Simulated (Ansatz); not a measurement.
## armchair GaN nanoribbon (N = 4, H edges): bands by functional and under strain

What gap, if any, does the armchair GaN nanoribbon (N = 4, H edges) have, and how does it change with the functional and under strain?

Main program and level: Ansatz 0.2.0; DFT PBE, plane waves, PAW; relaxation of a wire's period, in the first sound run; inputs show where later runs differ.

This is a report of a sequence of runs, with most program output left out.

## 1. Set-up

The cell holds 12 atoms: 4 Ga, 4 N and 4 H. Its edges and angles: a = 14.456 Å, b = 7.000 Å, c = 5.550 Å, α = 90.0°, β = 90.0°, γ = 90.0°. Vacuum lies along a and b. The structure's axis is c.

As a file:

```xyz
12
Lattice="14.4560 0.0000 0.0000 0.0000 7.0000 0.0000 0.0000 0.0000 5.5500" Properties=species:S:1:pos:R:3
Ga    4.8250    3.5000    0.0000
Ga    8.0293    3.5000    0.0000
N     4.8250    3.5000    1.8500
N     8.0293    3.5000    1.8500
H    10.9565    3.5000    2.0100
H     3.9417    3.5000    2.3600
Ga    6.4272    3.5000    2.7750
Ga    9.6315    3.5000    2.7750
N     6.4272    3.5000    4.6250
N     9.6315    3.5000    4.6250
H     3.5000    3.5000    4.7850
H    10.5148    3.5000    5.1350
```

## 2. The relaxed wire

Band widths follow the bond lengths, so the wire is relaxed first. The atoms and the third cell vector are free; the box across stays fixed as vacuum. A Fermi-Dirac smearing is set since the result may be a metal. The pressure printed is a third of the stress's trace over the whole box, vacuum included; only the stress along the axis is relaxed.

Input file input.yaml:

```yaml
crystal:
  lattice:
    - [14.456, 0.0, 0.0]
    - [0.0, 7.0, 0.0]
    - [0.0, 0.0, 5.55]
  atoms:
    - { symbol: Ga, position: [0.33377275, 0.5, 0.0] }
    - { symbol: Ga, position: [0.555431161, 0.5, 0.0] }
    - { symbol: "N", position: [0.33377275, 0.5, 0.333333333] }
    - { symbol: "N", position: [0.555431161, 0.5, 0.333333333] }
    - { symbol: H, position: [0.757919115, 0.5, 0.362162162] }
    - { symbol: H, position: [0.272666917, 0.5, 0.425225225] }
    - { symbol: Ga, position: [0.444601955, 0.5, 0.5] }
    - { symbol: Ga, position: [0.666260367, 0.5, 0.5] }
    - { symbol: "N", position: [0.444601955, 0.5, 0.833333333] }
    - { symbol: "N", position: [0.666260367, 0.5, 0.833333333] }
    - { symbol: H, position: [0.242114001, 0.5, 0.862162162] }
    - { symbol: H, position: [0.727366199, 0.5, 0.925225225] }
kpoints:
  mp_grid: { grid: [1, 1, 15] }
scf:
  occupations: { method: fermi_dirac, width: 0.05 }
hamiltonian:
  xc: pbe
relax:
  cell: { fix: [a, b, alpha, beta, gamma] }
  max_steps: 60
```

Run with:

```console
$ ansatz run input.yaml --threads 8 --pin off --max-ram 16384MiB --backend cpu --events-out ev --progress --plain --runs-dir out
```

It took 11 s on 8 threads of Intel Xeon Platinum 8488C (Sapphire Rapids), shared host; peak memory 1.4 GiB; 76 s of CPU time.

Relaxation path:

| step | energy less that of the first step (eV) | largest force component (eV/Å) | pressure (GPa) | volume (Å³) |
| --- | --- | --- | --- | --- |
| 1 | 0.0000 | 0.5161 | 0.06 | 561.62 |
| 2 | -0.0812 | 0.2419 | 0.02 | 562.93 |
| 3 | -0.0925 | 0.0691 | 0.04 | 564.36 |
| 4 | -0.0931 | 0.0244 | 0.05 | 564.60 |
| 5 | -0.0930 | 0.0048 | 0.05 | 564.75 |
| 6* | -0.0947 | 0.0045 | 0.05 | 564.75 |

Relaxation steps marked * repeat the geometry before them on a plane-wave basis chosen anew for their cell, so energy and pressure can jump there.

Forces are held to the 4 operations that the run works with; a distortion that breaks them can't arise in this run.

| cell as run | before | after | change |
| --- | --- | --- | --- |
| c (Å) | 5.550 | 5.581 | +0.6 % |

The atoms that moved most (Å, along periodic axes as changes of fractional coordinates times the final cell, across vacuum about the mean position):

| atom | dx | dy | dz | length |
| --- | --- | --- | --- | --- |
| H6 | 0.083 | 0.000 | -0.032 | 0.089 |
| H12 | -0.083 | 0.000 | -0.032 | 0.089 |
| N10 | -0.076 | 0.000 | -0.037 | 0.085 |
| N3 | 0.076 | 0.000 | -0.037 | 0.085 |
| H5 | 0.074 | 0.000 | 0.010 | 0.074 |
| H11 | -0.074 | 0.000 | 0.010 | 0.074 |
| Ga7 | 0.020 | 0.000 | 0.037 | 0.042 |
| Ga2 | -0.020 | 0.000 | 0.037 | 0.042 |

Final coordinates:

```xyz
12
Lattice="14.4560 0.0000 0.0000 0.0000 7.0000 0.0000 0.0000 0.0000 5.5810" Properties=species:S:1:pos:R:3
Ga    4.7886    3.5000   -0.0077
Ga    8.0098    3.5000    0.0373
N     4.9011    3.5000    1.8230
N     8.0478    3.5000    1.8896
H    11.0301    3.5000    2.0314
H     4.0245    3.5000    2.3416
Ga    6.4467    3.5000    2.8278
Ga    9.6679    3.5000    2.7828
N     6.4086    3.5000    4.6801
N     9.5554    3.5000    4.6135
H     3.4264    3.5000    4.8219
H    10.4320    3.5000    5.1321
```

Numbers from this step:

- cell length along the wire: 5.581 Å

The cell's length comes to 5.581 Å with spin left out.

## 3. Bands of the perfect wire

This step: DFT PBE, plane waves, PAW; channels and complex bands of a perfect wire (Ansatz 0.2.0).

At the relaxed period the Bloch states of the perfect wire are found at each energy: those that move forward count the open channels, and those that decay describe how a disturbance dies away inside the wire itself. An energy step of 0.035 eV is under the 0.039 eV that the program asks for its thermal average at 300 K.

Input file input.yaml:

```yaml
crystal:
  lattice:
    - [14.456, 0.0, 0.0]
    - [0.0, 7.0, 0.0]
    - [0.0, 0.0, 5.5810176023]
  atoms:
    - { symbol: Ga, position: [0.33125062, 0.5, 0.99861571] }
    - { symbol: Ga, position: [0.554078907, 0.5, 0.006680696] }
    - { symbol: "N", position: [0.339033713, 0.5, 0.326641737] }
    - { symbol: "N", position: [0.556713221, 0.5, 0.33856896] }
    - { symbol: H, position: [0.763009636, 0.5, 0.363975805] }
    - { symbol: H, position: [0.278394018, 0.5, 0.419571145] }
    - { symbol: Ga, position: [0.445954209, 0.5, 0.506680696] }
    - { symbol: Ga, position: [0.668782497, 0.5, 0.49861571] }
    - { symbol: "N", position: [0.443319895, 0.5, 0.83856896] }
    - { symbol: "N", position: [0.660999404, 0.5, 0.826641737] }
    - { symbol: H, position: [0.237023481, 0.5, 0.863975805] }
    - { symbol: H, position: [0.721639099, 0.5, 0.919571145] }
kpoints:
  mp_grid: { grid: [1, 1, 15] }
  band_path: { path: ["Γ", Z], npoints: 50 }
scf:
  occupations: { method: fermi_dirac, width: 0.05 }
hamiltonian:
  xc: pbe
output:
  transmission:
    e_range: [-2, 2]
    de: 0.035
    kmesh: [1, 1]
    reduced_basis: true
    leads: [[0, 0]]
  dos: { e_range: [-5, 4] }
  write_potential: true
  write_density: true
  volumetric_format: npy
  elf: true
```

The job ended after 1.8 min (8 threads; peak memory 2.4 GiB).

Numbers from this step:

```yaml
channels_at_the_energy_nearest_the_fermi_level_one_spin: 0
conductance_of_the_lead_as_this_run_defines_it: 1.60e-27 G₀
slowest_decay_in_the_lead_at_the_energy_nearest_the_fermi_level: 0.4065 Å⁻¹
band_gap: 3.229 eV
```

The open channels of the lead, one spin by energy, zero at the Fermi level:

| energy (eV) | open channels of the lead, one spin |
| --- | --- |
| -2.000 | 2 |
| -1.790 | 2 |
| -1.615 | 0 |
| -1.405 | 0 |
| -1.195 | 0 |
| -0.985 | 0 |
| -0.810 | 0 |
| -0.600 | 0 |
| -0.390 | 0 |
| -0.215 | 0 |
| -0.005 | 0 |
| 0.205 | 0 |
| 0.415 | 0 |
| 0.590 | 0 |
| 0.800 | 0 |
| 1.010 | 0 |
| 1.185 | 0 |
| 1.395 | 0 |
| 1.605 | 0 |
| 1.815 | 1 |

The slowest values at each energy, most degenerate partners merged, listed up to 1.5 1/Å. Im kz of the slowest decaying states against energy, zero at the Fermi level:

| energy (eV) | decay 1 (Å⁻¹) | decay 2 (Å⁻¹) | decay 3 (Å⁻¹) | decay 4 (Å⁻¹) |
| --- | --- | --- | --- | --- |
| -2.000 | 0.331 | 0.361 | 0.385 | 0.968 |
| -1.790 | 0.354 | 0.373 | 0.433 | 0.926 |
| -1.615 | 0.0594 | 0.111 | 0.370 | 0.382 |
| -1.405 | 0.215 | 0.359 | 0.384 | 0.390 |
| -1.195 | 0.275 | 0.395 | 0.397 | 0.522 |
| -0.985 | 0.318 | 0.402 | 0.404 | 0.544 |
| -0.810 | 0.345 | 0.405 | 0.409 | 0.560 |
| -0.600 | 0.372 | 0.407 | 0.414 | 0.576 |
| -0.390 | 0.394 | 0.408 | 0.416 | 0.591 |
| -0.215 | 0.408 | 0.408 | 0.417 | 0.601 |
| -0.005 | 0.406 | 0.416 | 0.422 | 0.613 |
| 0.205 | 0.404 | 0.413 | 0.433 | 0.623 |
| 0.415 | 0.400 | 0.407 | 0.441 | 0.633 |
| 0.590 | 0.395 | 0.401 | 0.445 | 0.641 |
| 0.800 | 0.388 | 0.391 | 0.448 | 0.635 |
| 1.010 | 0.377 | 0.380 | 0.449 | 0.618 |
| 1.185 | 0.363 | 0.372 | 0.447 | 0.602 |
| 1.395 | 0.261 | 0.360 | 0.415 | 0.443 |
| 1.605 | 0.0292 | 0.346 | 0.436 | 0.537 |
| 1.815 | 0.330 | 0.425 | 0.524 | 0.530 |

Electronic bands along the path, in eV, zero at the Fermi level:

| point | band 35 | band 36 | band 37 | band 38 | band 39 | band 40 | band 41 | band 42 |
| --- | --- | --- | --- | --- | --- | --- | --- | --- |
| Γ | -2.57 | -2.50 | -1.69 | -1.63 | 1.60 | 2.84 | 3.06 | 3.13 |
| halfway | -2.77 | -2.45 | -2.08 | -1.76 | 1.92 | 2.80 | 3.04 | 3.11 |
| Z | -2.84 | -2.84 | -2.09 | -2.09 | 2.74 | 2.74 | 2.91 | 2.91 |

ELF in the ca plane at fractional y = 0.500, with atoms of Ga and N and H within 0.2 Å of it. It is the smooth field of the valence electrons, not physical close to the nuclei.

Values in units of 1e-1, 24 rows by 15 columns, each cell a mean:
```
 0.0  0.0  0.0  0.0  0.0  0.1  0.0  0.0  0.0  0.0  0.0  0.0  0.0  0.0  0.0
 0.0  0.0  0.2  1.2  2.8  3.7  3.2  1.6  0.5  0.1  0.0  0.0  0.0  0.0  0.0
 0.0  0.1  1.4  5.9  8.8  9.3  9.0  7.5  3.5  0.6  0.0  0.0  0.0  0.0  0.0
 0.0  0.1  3.0  8.7  9.9  9.9  9.9  9.6  6.7  1.5  0.1  0.0  0.0  0.1  0.0
 0.4  0.1  3.4  9.3 10.0 10.0 10.0  9.9  7.8  2.1  0.2  0.1  0.6  1.9  1.9
 4.7  0.5  2.3  8.9 10.0 10.0  9.9  9.1  6.2  2.2  0.7  1.3  4.5  8.1  8.6
 8.1  1.5  0.8  6.0  8.7  8.0  6.0  3.6  2.8  2.4  3.2  5.0  7.6  9.6  9.8
 5.2  1.2  0.3  1.4  3.1  3.0  1.3  0.8  0.6  2.2  6.1  7.0  4.4  6.5  7.9
 3.9  1.6  1.1  1.9  3.3  3.4  2.0  0.9  1.1  2.4  6.1  7.1  5.0  6.5  7.0
 1.6  1.9  3.0  6.0  7.0  7.1  7.0  4.8  2.4  1.4  2.4  4.4  5.6  4.9  2.7
 0.7  0.8  3.5  7.5  5.5  2.8  6.7  7.0  3.3  0.8  0.4  1.0  1.9  2.0  0.4
 1.4  1.9  2.9  5.9  7.0  7.1  6.8  4.6  2.5  1.7  2.2  3.8  4.9  4.2  2.3
 4.3  1.8  1.1  1.7  2.9  3.2  2.0  0.9  0.9  2.1  5.1  7.4  6.1  6.8  7.1
 5.1  1.6  0.5  0.9  2.0  2.5  1.4  0.6  0.6  2.0  5.7  7.4  4.1  5.1  7.6
 2.5  1.9  2.6  5.1  6.5  7.0  5.7  3.2  2.2  2.0  3.5  5.7  6.6  6.3  4.4
 0.8  1.2  4.2  7.7  4.9  3.4  7.0  6.0  2.5  0.8  0.7  1.8  2.6  2.1  0.6
 0.9  1.6  3.6  6.7  6.5  7.1  8.9  8.1  3.6  0.4  1.0  4.0  4.7  3.2  1.2
 4.6  2.9  2.0  2.6  5.1  8.7  9.8  9.5  4.1  0.4  4.1  9.2  9.6  8.9  7.0
 8.9  4.5  0.9  0.4  1.4  4.7  7.0  5.1  0.9  0.6  6.6  9.9 10.0 10.0  9.9
 9.3  4.7  0.6  0.1  0.1  0.5  0.8  0.3  0.1  0.9  7.0  9.9 10.0 10.0 10.0
 8.1  3.2  0.4  0.0  0.0  0.0  0.0  0.0  0.0  0.7  5.6  9.4  9.8  9.9  9.6
 4.0  1.0  0.1  0.0  0.0  0.0  0.0  0.0  0.0  0.3  2.4  6.0  8.1  8.1  6.9
 0.3  0.1  0.0  0.0  0.0  0.0  0.0  0.0  0.0  0.0  0.2  0.9  1.3  1.5  1.0
 0.0  0.0  0.0  0.0  0.0  0.0  0.0  0.0  0.0  0.0  0.0  0.0  0.0  0.0  0.0
```
Columns run along c (5.6 Å), rows up along a (14.5 Å). Atoms in or near the plane, at fractional coordinates: Ga at (0.00, 0.33), Ga at (0.01, 0.55), N at (0.33, 0.34), N at (0.34, 0.56), H at (0.36, 0.76), H at (0.42, 0.28), Ga at (0.51, 0.45), Ga at (0.50, 0.67), N at (0.84, 0.44), N at (0.83, 0.66), H at (0.86, 0.24), H at (0.92, 0.72).

Electrostatic potential energy in the ca plane at fractional y = 0.500, with atoms of Ga and N and H within 0.2 Å of it. With pseudopotentials it is smooth inside the atoms' cores, unlike the true potential.

Ten even steps from '_' (-48 eV) to '@' (3 eV), each cell a mean:
```
@@@@@@@@@@@@@@@@@@@@@@@@@@@@@@
@@@@@@@@@@@@@@@@@@@@@@@@@@@@@@
@@@@@@@@@@@@@@@@@@@@@@@@@@@@@@
@@@@@@@@@@@@@@@@@@@@@@@@@@@@@@
@@@@@@@@@@%%@@@@@@@@@@@@@@@@@@
@@@@@@@@##::++@@@@@@@@@@@@%%%%
%%@@@@@@@@##******##@@%%##--::
@@@@@@@@%%**======++##--__..**
%%@@@@@@@@##++====**##--..::##
++++##%%++==++####%%@@@@%%**++
====****____..%%@@@@@@@@%%++==
++++##%%**==**####%%@@@@%%**++
%%%%@@@@@@##++====++##++::::**
@@@@@@@@@@##======++##--____++
**##%%%%##********##%%%%##****
====**++____--%%@@@@@@@@%%++==
==++####--::--##@@@@@@@@%%++==
##%%@@@@@@##--**@@@@@@@@##++##
@@@@@@@@@@@@@@@@@@@@@@@@**--%%
@@@@@@@@@@@@@@@@@@@@@@@@@@@@@@
@@@@@@@@@@@@@@@@@@@@@@@@@@@@@@
@@@@@@@@@@@@@@@@@@@@@@@@@@@@@@
@@@@@@@@@@@@@@@@@@@@@@@@@@@@@@
@@@@@@@@@@@@@@@@@@@@@@@@@@@@@@
```
Columns run along c (5.6 Å; values clipped at the 3rd and 97th percentile), rows up along a (14.5 Å). Atoms in or near the plane, at fractional coordinates: Ga at (0.00, 0.33), Ga at (0.01, 0.55), N at (0.33, 0.34), N at (0.34, 0.56), H at (0.36, 0.76), H at (0.42, 0.28), Ga at (0.51, 0.45), Ga at (0.50, 0.67), N at (0.84, 0.44), N at (0.83, 0.66), H at (0.86, 0.24), H at (0.92, 0.72).

Valence density in the ca plane at fractional y = 0.500, with atoms of Ga and N and H within 0.2 Å of it. It is the smooth field of the valence electrons, not physical close to the nuclei.

Values in e/Å³, 24 rows by 15 columns, each cell a mean:
```
 0  0  0  0  0  0  0  0  0  0  0  0  0  0  0
 0  0  0  0  0  0  0  0  0  0  0  0  0  0  0
 0  0  0  0  0  0  0  0  0  0  0  0  0  0  0
 0  0  0  0  0  0  0  0  0  0  0  0  0  0  0
 0  0  0  0  0  0  0  0  0  0  0  0  0  0  0
 0  0  0  0  0  1  1  0  0  0  0  0  0  0  0
 0  0  0  0  0  1  1  1  1  0  0  0  1  1  1
 0  0  0  0  0  1  5 24 13  2  1  2  3  3  1
 0  0  0  0  0  1  2 10  6  1  1  2  3  2  1
 4  1  0  1  1  2  1  1  0  0  0  0  1  1  2
30  7  1  1  3  3  2  1  0  0  0  0  0  1 12
 5  2  0  1  1  2  1  1  0  0  0  0  1  1  2
 0  0  0  0  0  1  2 12  9  1  1  1  2  2  1
 0  0  0  0  0  1  3 20 14  2  1  2  3  3  1
 1  0  0  0  1  1  1  1  1  0  0  1  1  1  1
21  4  1  2  3  3  2  1  0  0  0  0  0  1 12
13  3  1  1  2  2  2  1  0  0  0  0  0  1  8
 1  0  0  0  0  1  1  0  0  0  0  0  1  1  1
 0  0  0  0  0  0  0  0  0  0  0  0  1  1  0
 0  0  0  0  0  0  0  0  0  0  0  0  0  0  0
 0  0  0  0  0  0  0  0  0  0  0  0  0  0  0
 0  0  0  0  0  0  0  0  0  0  0  0  0  0  0
 0  0  0  0  0  0  0  0  0  0  0  0  0  0  0
 0  0  0  0  0  0  0  0  0  0  0  0  0  0  0
```
Columns run along c (5.6 Å), rows up along a (14.5 Å). Atoms in or near the plane, at fractional coordinates: Ga at (0.00, 0.33), Ga at (0.01, 0.55), N at (0.33, 0.34), N at (0.34, 0.56), H at (0.36, 0.76), H at (0.42, 0.28), Ga at (0.51, 0.45), Ga at (0.50, 0.67), N at (0.84, 0.44), N at (0.83, 0.66), H at (0.86, 0.24), H at (0.92, 0.72).

By hand: a barrier of this wire, of length L, would pass T ∝ exp(−2κL) at this energy; with κ = 0.406 Å⁻¹ one decade takes ln 10 / (2κ) = 2.83 Å.

At the computed energy nearest the Fermi level there are 0 channels a spin, and the thermal average gives 1.6e-27 G₀; the gap is 3.23 eV.

## 4. Another level of theory, level LDA, cutoff 420 eV

This step: DFT LDA, plane waves, PAW; bands of a perfect wire at the PBE geometry (Ansatz 0.2.0).

The atoms stay at the PBE geometry and the functional changes. At fixed atoms LDA and the gradient-corrected functionals usually give like bands; this run checks that. Against the first PBE run of this kind, the mesh along the wire has 11 points against 15.

input.yaml, as its differences from that of step 3:

```diff
@@ -19,3 +19,3 @@
 kpoints:
-  mp_grid: { grid: [1, 1, 15] }
+  mp_grid: { grid: [1, 1, 11] }
   band_path: { path: ["Γ", Z], npoints: 50 }
@@ -24,14 +24,2 @@
 hamiltonian:
-  xc: pbe
-output:
-  transmission:
-    e_range: [-2, 2]
-    de: 0.035
-    kmesh: [1, 1]
-    reduced_basis: true
-    leads: [[0, 0]]
-  dos: { e_range: [-5, 4] }
-  write_potential: true
-  write_density: true
-  volumetric_format: npy
-  elf: true
+  xc: lda
```

Run time: 6.4 s. Hardware: 8 threads; peak memory 2 GiB.

This step gave:

| Item | Value |
| --- | --- |
| band gap | 3.282 eV |

Electronic bands along the path, in eV, zero at the Fermi level:

| point | band 35 | band 36 | band 37 | band 38 | band 39 | band 40 | band 41 | band 42 |
| --- | --- | --- | --- | --- | --- | --- | --- | --- |
| Γ | -2.57 | -2.56 | -1.71 | -1.65 | 1.63 | 2.71 | 2.93 | 3.30 |
| halfway | -2.79 | -2.49 | -2.11 | -1.79 | 1.93 | 2.67 | 3.00 | 3.04 |
| Z | -2.89 | -2.89 | -2.13 | -2.13 | 2.72 | 2.72 | 2.79 | 2.79 |

The gap is 3.28 eV, against 3.23 eV under PBE at the relaxed period.

## 5. Another level of theory, level PBEsol, cutoff 420 eV

This step: DFT PBEsol, plane waves, PAW; bands of a perfect wire at the PBE geometry (Ansatz 0.2.0).

input.yaml, as its differences from that of step 4:

```diff
@@ -24,2 +24,2 @@
 hamiltonian:
-  xc: lda
+  xc: pbesol
```

Run time: 6.5 s. Hardware: 8 threads; peak memory 2 GiB; 49 s of CPU time.

The gap is 3.29 eV, against 3.23 eV under PBE at the relaxed period.

## 6. Another level of theory, level r2SCAN, cutoff 500 eV

This step: DFT r2SCAN, plane waves, PAW; bands of a perfect wire at the PBE geometry (Ansatz 0.2.0).

The atoms stay at the PBE geometry and the functional changes. r2SCAN also reads the kinetic-energy density; it often gives larger moments and wider gaps than PBE, at a higher cost. Against the first PBE run of this kind, the cutoff is 500 eV against 420 and the mesh along the wire has 11 points against 15.

input.yaml, as its differences from that of step 5:

```diff
@@ -24,2 +24,2 @@
 hamiltonian:
-  xc: pbesol
+  xc: r2scan
```

The job ended after 13 s (8 threads; peak memory 3.2 GiB).

The electronic bands at the labelled points (eV, zero at the Fermi level):

| point | band 35 | band 36 | band 37 | band 38 | band 39 | band 40 | band 41 | band 42 |
| --- | --- | --- | --- | --- | --- | --- | --- | --- |
| Γ | -2.80 | -2.71 | -1.94 | -1.87 | 1.84 | 3.10 | 3.33 | 3.64 |
| halfway | -3.00 | -2.71 | -2.33 | -2.01 | 2.18 | 3.06 | 3.38 | 3.45 |
| Z | -3.11 | -3.11 | -2.35 | -2.35 | 3.09 | 3.09 | 3.17 | 3.17 |

The gap is 3.72 eV, against 3.23 eV under PBE at the relaxed period.

## 7. Comparing the runs

Times are for 8 threads of Intel Xeon Platinum 8488C (Sapphire Rapids), shared host. Results by setting:

| no. | level | band gap (eV) | time | memory (GiB) |
| --- | --- | --- | --- | --- |
| 1 | LDA | 3.282 | 6.4 s | 2.0 |
| 2 | PBEsol | 3.290 | 6.5 s | 2.0 |
| 3 | r2SCAN | 3.719 | 13 s | 3.2 |

## 8. With spin-orbit coupling

This step: DFT PBE, plane waves, fully relativistic PAW; bands of a perfect wire with spin-orbit coupling (Ansatz 0.2.0).

Spin-orbit coupling mixes the spins and splits bands that cross or touch without it, so it can open or close channels. Fully relativistic datasets take the place of the scalar ones. Against the first PBE run of this kind, the mesh along the wire has 9 points against 15.

input.yaml, as its differences from that of step 6:

```diff
@@ -19,3 +19,3 @@
 kpoints:
-  mp_grid: { grid: [1, 1, 11] }
+  mp_grid: { grid: [1, 1, 9] }
   band_path: { path: ["Γ", Z], npoints: 50 }
@@ -24,2 +24,6 @@
 hamiltonian:
-  xc: r2scan
+  xc: pbe
+  pseudopotentials: { kind: paw_fr }
+magnetization:
+  noncollinear: true
+  spin_orbit: true
```

It took 58 s on 8 threads; peak memory 6.4 GiB.

This step gave:

| Property | Result |
| --- | --- |
| band gap | 3.229 eV |

The electronic bands at the labelled points (eV, zero at the Fermi level):

| point | band 73 | band 74 | band 75 | band 76 | band 77 | band 78 | band 79 | band 80 |
| --- | --- | --- | --- | --- | --- | --- | --- | --- |
| Γ | -1.69 | -1.69 | -1.63 | -1.63 | 1.60 | 1.60 | 2.84 | 2.84 |
| halfway | -2.08 | -2.08 | -1.76 | -1.76 | 1.92 | 1.92 | 2.80 | 2.80 |
| Z | -2.09 | -2.09 | -2.09 | -2.09 | 2.74 | 2.74 | 2.74 | 2.74 |

The gap is 3.23 eV, against 3.23 eV under PBE at the relaxed period, with no moment.

(Continued in part 2 of 2.)

[Logs are printed without paths, hosts, clocks, repeated set-up lines and the standing remarks that a program may print on its own settings, such as how far it seeks lower states.]

[Hosts, paths, dates, database ids (printed as entryN), source tags and the programs' standing remarks are cut or masked in the printed files.]
